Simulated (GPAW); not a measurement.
# A 5-layer slab of Cr(111) in an electric field

Wanted: the out-of-plane polarisability of a 5-layer slab of Cr(111).

Calculated with GPAW 26.7.0; GPAW, PAW setups; slab in vacuum.

Most raw output is cut from this account.

### Step 1. The starting structure

The cell holds 5 atoms: 5 Cr. Cell: a = 4.073 Å, b = 4.073 Å, c = 21.326 Å, α = 90.0°, β = 90.0°, γ = 60.0°. Vacuum lies along c.

### Step 2. Relaxing the atoms

Forces are removed first; all later runs use this geometry. The lowest 2 atoms are held at bulk positions and keep their forces.

Input file run.py:

```python
import json
import numpy as np
from ase import Atoms
from ase.constraints import FixAtoms
from ase.optimize import BFGS
from gpaw import GPAW, PW

slab = Atoms(
    ['Cr', 'Cr', 'Cr', 'Cr', 'Cr'],
    positions=[
        [4.07294, 2.35151, 9.00000],
        [0.00000, 0.00000, 9.83138],
        [2.03647, 1.17576, 10.66277],
        [4.07294, 2.35151, 11.49415],
        [0.00000, 0.00000, 12.32554]],
    cell=[[4.07294, 0.0, 0.0], [2.03647, 3.52727, 0.0], [0.0, 0.0, 21.32554]],
    pbc=[True, True, False])

slab.calc = GPAW(mode=PW(400), xc='PBE', kpts={'size': (9, 9, 1), 'gamma': True},
                 occupations={'name': 'fermi-dirac', 'width': 0.1}, nbands='140%',
                 convergence={'density': 0.0001}, maxiter=200,
                 poissonsolver={'dipolelayer': 'xy'},
                 symmetry={'tolerance': 1e-3, 'extra_ids': [1, 1, 0, 0, 0]}, txt='slab.txt')
result = {}
slab.set_constraint(FixAtoms([0, 1]))
path = []
opt = BFGS(slab, maxstep=0.2)
opt.attach(lambda: path.append((slab.get_potential_energy(), slab.positions.tolist(), slab.get_forces().tolist())))
result['relaxed'] = bool(opt.run(fmax=0.05, steps=30))
result['path'] = path
energy = slab.get_potential_energy()
fermi = slab.calc.get_fermi_level()
v = slab.calc.get_electrostatic_potential().mean((0, 1)) - fermi
n = slab.calc.get_pseudo_density().mean((0, 1))
L = slab.cell[2, 2]
z = np.arange(len(v)) * L / len(v)
low, high = slab.positions[:, 2].min(), slab.positions[:, 2].max()
below, above = np.interp([low - 6.8, high + 6.8], z, v)
slopes = [np.interp(x, z, np.gradient(v, z)) for x in (low - 6.8, high + 6.8)]
eps = np.array([[slab.calc.get_eigenvalues(k, s) for k in range(len(slab.calc.get_ibz_k_points()))]
                for s in range(slab.calc.get_number_of_spins())]) - fermi
top, bottom = eps[eps < 0].max(), eps[eps > 0].min()
dipole = slab.get_dipole_moment()[2]
print(f'energy {energy:.4f} eV, Fermi level {fermi:.4f} eV, dipole {dipole:.5f} e A')
print(f'potential 6.8 A off the faces, from the Fermi level: lower {below:.4f} eV, upper {above:.4f} eV')
print(f'slope of the potential there: lower {slopes[0]:.5f}, upper {slopes[1]:.5f} eV/A')
print(f'nearest levels on the mesh: {top:.4f} and {bottom:.4f} eV')
print('magnetic moment', round(slab.get_magnetic_moment(), 3))
result.update(energy=energy, fermi=fermi, dipole=dipole, below=below, above=above, slopes=slopes, edges=[top, bottom],
              z=z.tolist(), v=v.tolist(), n=n.tolist(), positions=slab.positions.tolist(),
              forces=slab.get_forces(apply_constraint=False).tolist(), moments=slab.get_magnetic_moments().tolist())
json.dump(result, open('result.json', 'w'))
```

Run with:

```bash
$ OMP_NUM_THREADS=1 OPENBLAS_NUM_THREADS=1 python run.py
```

Elapsed: 6.2 min, on 1 thread of Intel Xeon Platinum 8375C at 2.90GHz (Ice Lake), shared host; peak memory 0.23 GiB.

This run has no spin polarisation, although Cr can carry a moment.

Relaxation path:

| step | energy less that of the first step (eV) | largest force (eV/Å) |
| --- | --- | --- |
| 1 | 0.0000 | 2.2373 |
| 2 | -0.0921 | 2.1339 |
| 3 | -0.5899 | 1.2447 |
| 4 | -0.8567 | 1.0161 |
| 5 | -0.8875 | 0.7441 |
| 6 | -0.9186 | 0.6839 |
| 7 | -0.9566 | 0.5852 |
| 8 | -0.9639 | 0.4912 |
| 9 | -0.9760 | 0.3439 |
| 10 | -0.9842 | 0.2894 |
| 11 | -0.9886 | 0.0904 |
| 12 | -0.9890 | 0.0096 |

The atoms that moved most (Å):

| atom | dx | dy | dz | length |
| --- | --- | --- | --- | --- |
| Cr5 | 0.000 | 0.000 | -0.470 | 0.470 |
| Cr4 | 0.000 | 0.000 | -0.390 | 0.390 |
| Cr3 | 0.000 | 0.000 | -0.211 | 0.211 |

Final coordinates:

```cif
data_structure
_symmetry_space_group_name_H-M 'P 1'
_symmetry_Int_Tables_number 1
_cell_length_a 4.0729
_cell_length_b 4.0729
_cell_length_c 21.3255
_cell_angle_alpha 90.000
_cell_angle_beta 90.000
_cell_angle_gamma 60.000
_cell_volume 306.37
loop_
_atom_site_label
_atom_site_type_symbol
_atom_site_fract_x
_atom_site_fract_y
_atom_site_fract_z
_atom_site_occupancy
Cr1 Cr 0.66667 0.66667 0.42203 1
Cr2 Cr 0.00000 0.00000 0.46101 1
Cr3 Cr 0.33333 0.33333 0.49010 1
Cr4 Cr 0.66667 0.66667 0.52070 1
Cr5 Cr 0.00000 0.00000 0.55592 1
```

Numbers from this step:

```yaml
dipole_along_the_normal: -0.008130 e·Å
levels_nearest_the_fermi_level_on_the_mesh: -0.02553, 0.02192 eV from the Fermi level
upper_work_function: 3.880 eV
lower_work_function: 3.771 eV
```

The electrostatic potential energy of an electron (without an applied field's), less the Fermi level, planar mean by z:

z (Å), electrostatic potential energy of an electron (without an applied field's), less the Fermi level, planar mean (eV) and a bar from the least value:
```
        0        3.8 ##############################
        1        3.8 ##############################
        2        3.8 ##############################
        3        3.8 ##############################
        4        3.8 ##############################
        5        3.8 ##############################
        6        3.7 ##############################
        7        3.6 #############################
        8        1.7 ##########################
        9       -9.2 ########
       10      -14.0 
       11      -13.8 
       12       -8.2 ##########
       13        2.4 ############################
       14        3.7 ##############################
       15        3.9 ##############################
       16        3.9 ##############################
       17        3.9 ##############################
       18        3.9 ##############################
       19        3.9 ##############################
       20        3.9 ##############################
       21        3.9 ##############################
```

The pseudo valence density, planar mean by z:

z (Å), pseudo valence density, planar mean (e/Å³) and a bar:
```
        5      0.000 
        6      0.001 
        7      0.006 
        8      0.062 ###
        9      0.443 ######################
       10      0.600 ##############################
       11      0.608 ##############################
       12      0.405 ####################
       13      0.044 ##
       14      0.005 
       15      0.000 
       16      0.000
```

The relaxation lowered the energy of the cell by 0.989 eV (energies extrapolated to zero smearing; the optimiser's log prints free energies). The largest force left on a free atom is 0.0096 eV/Å.

### Step 3. Plane waves, PBE

The work function is the vacuum plateau of the electrostatic potential less the Fermi level; a dipole layer lets the two faces have plateaus of their own.

Edit run.py of step 2 so:

```diff
@@ -3,4 +3,2 @@
 from ase import Atoms
-from ase.constraints import FixAtoms
-from ase.optimize import BFGS
 from gpaw import GPAW, PW
@@ -12,5 +10,5 @@
         [0.00000, 0.00000, 9.83138],
-        [2.03647, 1.17576, 10.66277],
-        [4.07294, 2.35151, 11.49415],
-        [0.00000, 0.00000, 12.32554]],
+        [2.03647, 1.17576, 10.45158],
+        [4.07294, 2.35151, 11.10419],
+        [-0.00000, 0.00000, 11.85534]],
     cell=[[4.07294, 0.0, 0.0], [2.03647, 3.52727, 0.0], [0.0, 0.0, 21.32554]],
@@ -20,12 +18,6 @@
                  occupations={'name': 'fermi-dirac', 'width': 0.1}, nbands='140%',
-                 convergence={'density': 0.0001}, maxiter=200,
+                 convergence={'density': 1e-05}, maxiter=200,
                  poissonsolver={'dipolelayer': 'xy'},
-                 symmetry={'tolerance': 1e-3, 'extra_ids': [1, 1, 0, 0, 0]}, txt='slab.txt')
+                 symmetry={'tolerance': 1e-3}, txt='slab.txt')
 result = {}
-slab.set_constraint(FixAtoms([0, 1]))
-path = []
-opt = BFGS(slab, maxstep=0.2)
-opt.attach(lambda: path.append((slab.get_potential_energy(), slab.positions.tolist(), slab.get_forces().tolist())))
-result['relaxed'] = bool(opt.run(fmax=0.05, steps=30))
-result['path'] = path
 energy = slab.get_potential_energy()
```

The job ended after 40 s (1 thread; peak memory 0.23 GiB).

This step gave:

```yaml
dipole_along_the_normal: -0.008081 e·Å
levels_nearest_the_fermi_level_on_the_mesh: -0.02552, 0.02195 eV from the Fermi level
```

Table of electrostatic potential energy of an electron (without an applied field's), less the Fermi level, planar mean by z:

z (Å), electrostatic potential energy of an electron (without an applied field's), less the Fermi level, planar mean (eV) and a bar from the least value:
```
        0        3.8 ##############################
        1        3.8 ##############################
        2        3.8 ##############################
        3        3.8 ##############################
        4        3.8 ##############################
        5        3.8 ##############################
        6        3.7 ##############################
        7        3.6 #############################
        8        1.7 ##########################
        9       -9.2 ########
       10      -14.0 
       11      -13.8 
       12       -8.2 ##########
       13        2.4 ############################
       14        3.7 ##############################
       15        3.9 ##############################
       16        3.9 ##############################
       17        3.9 ##############################
       18        3.9 ##############################
       19        3.9 ##############################
       20        3.9 ##############################
       21        3.9 ##############################
```

Table of pseudo valence density, planar mean by z:

z (Å), pseudo valence density, planar mean (e/Å³) and a bar:
```
      5.0      0.000 
      5.5      0.000 
      6.0      0.001 
      6.5      0.002 
      7.0      0.006 
      7.5      0.019 #
      8.0      0.062 ###
      8.5      0.198 #########
      9.0      0.443 #####################
      9.5      0.496 ########################
     10.0      0.600 #############################
     10.5      0.629 ##############################
     11.0      0.608 #############################
     11.5      0.491 #######################
     12.0      0.405 ###################
     12.5      0.152 #######
     13.0      0.044 ##
     13.5      0.014 #
     14.0      0.005 
     14.5      0.001 
     15.0      0.000 
     15.5      0.000 
     16.0      0.000
```

Force by atom:

| atom | x (eV/Å) | y (eV/Å) | z (eV/Å) | size |
| --- | --- | --- | --- | --- |
| Cr1 | 0.00 | 0.00 | 1.01 | 1.01 |
| Cr2 | 0.00 | 0.00 | -1.01 | 1.01 |
| Cr3 | 0.00 | 0.00 | 0.01 | 0.01 |
| Cr4 | 0.00 | 0.00 | 0.00 | 0.00 |
| Cr5 | 0.00 | 0.00 | -0.01 | 0.01 |

The potential is flat to 2.0e-4 eV/Å where it is read, so the vacuum is wide enough.

### Step 4. In a field

A uniform field along the normal polarises the slab; the atoms stay fixed, so this is the electronic response alone.

Edit run.py of step 3 so:

```diff
@@ -4,2 +4,3 @@
 from gpaw import GPAW, PW
+from gpaw.external import ConstantElectricField
 
@@ -20,2 +21,3 @@
                  poissonsolver={'dipolelayer': 'xy'},
+                 external=ConstantElectricField(-0.2, [0, 0, 1]),
                  symmetry={'tolerance': 1e-3}, txt='slab.txt')
```

It took 2.8 min on 1 thread; peak memory 0.34 GiB.

This step gave:

| Quantity | Value |
| --- | --- |
| dipole along the normal | -0.1044 e·Å |
| levels nearest the Fermi level on the mesh | -0.02624, 0.02300 eV from the Fermi level |
| potential below the slab, the applied field's own ramp left out | 3.124 eV from the Fermi level |
| potential above the slab, the applied field's own ramp left out | 4.439 eV from the Fermi level |

Electrostatic potential energy of an electron (without an applied field's), less the Fermi level, planar mean against z:

z (Å), electrostatic potential energy of an electron (without an applied field's), less the Fermi level, planar mean (eV) and a bar from the least value:
```
        0        3.8 #############################
        1        3.1 ############################
        2        3.1 ############################
        3        3.1 ############################
        4        3.1 ############################
        5        3.1 ############################
        6        3.1 ############################
        7        2.9 ############################
        8        1.2 #########################
        9       -9.5 #######
       10      -14.1 
       11      -13.7 #
       12       -7.9 ##########
       13        2.8 ###########################
       14        4.3 ##############################
       15        4.4 ##############################
       16        4.4 ##############################
       17        4.4 ##############################
       18        4.4 ##############################
       19        4.4 ##############################
       20        4.4 ##############################
       21        4.3 ##############################
```

Force by atom:

| atom | x (eV/Å) | y (eV/Å) | z (eV/Å) | size |
| --- | --- | --- | --- | --- |
| Cr1 | 0.000 | 0.000 | 0.987 | 0.987 |
| Cr2 | 0.000 | 0.000 | -0.987 | 0.987 |
| Cr3 | 0.000 | 0.000 | 0.020 | 0.020 |
| Cr4 | 0.000 | 0.000 | 0.011 | 0.011 |
| Cr5 | 0.000 | 0.000 | -0.031 | 0.031 |

The dipole is now -0.104 e Å, against -0.0081 in the run without a field.

### Step 5. Field on

Edit run.py of step 4 so:

```diff
@@ -21,3 +21,3 @@
                  poissonsolver={'dipolelayer': 'xy'},
-                 external=ConstantElectricField(-0.2, [0, 0, 1]),
+                 external=ConstantElectricField(-0.1, [0, 0, 1]),
                  symmetry={'tolerance': 1e-3}, txt='slab.txt')
```

Wall time 3 min (1 thread); peak memory 0.34 GiB.

Numbers from this step:

```
dipole along the normal                                         : -0.05652 e·Å
levels nearest the Fermi level on the mesh                      : -0.02582, 0.02243 eV from the Fermi level
potential below the slab, the applied field's own ramp left out : 3.446 eV from the Fermi level
potential above the slab, the applied field's own ramp left out : 4.158 eV from the Fermi level
```

Table of electrostatic potential energy of an electron (without an applied field's), less the Fermi level, planar mean by z:

z (Å), electrostatic potential energy of an electron (without an applied field's), less the Fermi level, planar mean (eV) and a bar from the least value:
```
        0        3.8 #############################
        1        3.4 #############################
        2        3.4 #############################
        3        3.4 #############################
        4        3.4 #############################
        5        3.4 #############################
        6        3.4 #############################
        7        3.2 #############################
        8        1.5 ##########################
        9       -9.4 ########
       10      -14.1 
       11      -13.8 #
       12       -8.1 ##########
       13        2.6 ###########################
       14        4.0 ##############################
       15        4.1 ##############################
       16        4.2 ##############################
       17        4.2 ##############################
       18        4.2 ##############################
       19        4.2 ##############################
       20        4.2 ##############################
       21        4.1 ##############################
```

Force by atom:

| atom | x (eV/Å) | y (eV/Å) | z (eV/Å) | size |
| --- | --- | --- | --- | --- |
| Cr1 | 0.00 | 0.00 | 1.00 | 1.00 |
| Cr2 | 0.00 | 0.00 | -1.00 | 1.00 |
| Cr3 | 0.00 | 0.00 | 0.01 | 0.01 |
| Cr4 | 0.00 | 0.00 | 0.00 | 0.00 |
| Cr5 | 0.00 | 0.00 | -0.02 | 0.02 |

The dipole is now -0.0565 e Å, against -0.0081 in the run without a field.

### Step 6. In a field

Edit run.py of step 5 so:

```diff
@@ -21,3 +21,3 @@
                  poissonsolver={'dipolelayer': 'xy'},
-                 external=ConstantElectricField(-0.1, [0, 0, 1]),
+                 external=ConstantElectricField(-0.05, [0, 0, 1]),
                  symmetry={'tolerance': 1e-3}, txt='slab.txt')
```

Elapsed: 2.7 min, on 1 thread; peak memory 0.34 GiB.

### Step 7. In a field

Edit run.py of step 6 so:

```diff
@@ -21,3 +21,3 @@
                  poissonsolver={'dipolelayer': 'xy'},
-                 external=ConstantElectricField(-0.05, [0, 0, 1]),
+                 external=ConstantElectricField(0.05, [0, 0, 1]),
                  symmetry={'tolerance': 1e-3}, txt='slab.txt')
```

Elapsed: 2.7 min, on 1 thread; peak memory 0.34 GiB.

[end of part 1 of 2]

[Logs are printed without paths, hosts, clocks, repeated set-up lines and the standing remarks that a program may print on its own settings, such as how far it seeks lower states.]

[Hosts, paths, dates, database ids (printed as entryN), source tags and the programs' standing remarks are cut or masked in the printed files.]
